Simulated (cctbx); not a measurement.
# Reading a Patterson map

Space group Pnma (no. 62), a = 8.0010 Å, b = 7.4900 Å, c = 6.0420 Å, α = 90.00°, β = 90.00°, γ = 90.00°, content Pb4 Pt8 Pr4.

Simulated single-crystal data (cctbx): Mo Kα, λ = 0.71073 Å, to d = 0.84 Å, 70 % of the full sphere, strongest reflection 70000 counts, noise from counting, a 3 % proportional error and a noise floor of 4 counts (s.d.); no absorption.

Patterson synthesis, origin scaled to 1000:

```text
Patterson group P m m m
      u       v       w   height  length (A)
  0.000   0.000   0.000   1000.0     0.00
  0.500   0.000   0.275    331.1     4.33
  0.137   0.500   0.500    263.5     4.94
  0.000   0.398   0.000    254.8     2.98
  0.300   0.207   0.000    187.5     2.86
  0.409   0.500   0.000    181.0     4.97
  0.436   0.300   0.500    178.4     5.13
  0.142   0.000   0.500    173.8     3.23
  0.271   0.500   0.500    146.7     5.28
  0.500   0.404   0.311    137.9     5.36
  0.203   0.213   0.263    134.4     2.78
  0.366   0.500   0.193    129.4     4.90
  0.068   0.299   0.237    125.2     2.71
  0.149   0.156   0.500    123.1     3.45
```

Q: Assign the vectors.

A peak at u stands for all pairs with xi − xj = u, with weight Σ ZiZj against Σ Z² = 89492 at the origin. Peak heights follow these weights only roughly, since form factors, motion and series ripples differ, all vectors within 0.55 Å of a peak are counted as merged into it though the farther ones add only part of their weight, and F(000) is left out, which lowers the whole map:

| u | v | w | shortest length (Å) | height | 1000 ΣZiZj/ΣZ² | pairs in the cell |
| --- | --- | --- | --- | --- | --- | --- |
| 0.500 | 0.000 | 0.275 | 4.33 | 331 | 500 | 4 × Pt–Pt, 2 × Pb–Pb, 2 × Pr–Pr |
| 0.137 | 0.500 | 0.500 | 4.93 | 264 | 272 | 4 × Pt–Pt |
| 0.000 | 0.398 | 0.000 | 2.98 | 255 | 272 | 4 × Pt–Pt |
| 0.300 | 0.207 | 0.000 | 2.86 | 188 | 286 | 4 × Pb–Pt |
| 0.409 | 0.500 | 0.000 | 4.97 | 181 | 216 | 4 × Pb–Pr |
| 0.436 | 0.300 | 0.500 | 5.13 | 178 | 286 | 4 × Pb–Pt |
| 0.142 | 0.000 | 0.500 | 3.23 | 174 | 216 | 4 × Pb–Pr |
| 0.271 | 0.500 | 0.500 | 5.28 | 147 | 150 | 2 × Pb–Pb |
| 0.500 | 0.404 | 0.311 | 5.36 | 138 | 136 | 2 × Pt–Pt |
| 0.203 | 0.213 | 0.263 | 2.78 | 134 | 143 | 2 × Pb–Pt |

The table stops at ten peaks or at a height of 45, below which ripples compete. In the model behind the data Pb, the heaviest element, has 1 independent site: (0.6169, 1/4, 0.1413), up to an allowed shift of origin; the Pb–Pb vectors are differences of these positions and their symmetry mates. Elements of similar Z can't be told apart from the map alone. The whole model:

| atom | mult. | x | y | z | Ueq (Å²) |
| --- | --- | --- | --- | --- | --- |
| Pb1 | 4 | 0.6169 | 1/4 | 0.1413 | 0.0032 |
| Pt1 | 8 | 0.1802 | 0.5522 | 0.5959 | 0.0044 |
| Pr1 | 4 | 0.9777 | 1/4 | 0.8614 | 0.0038 |

This is a model crystal, built by substitution and not relaxed, with assumed displacement parameters.

[Logs are printed without paths, hosts, clocks, repeated set-up lines and the standing remarks that a program may print on its own settings, such as how far it seeks lower states.]
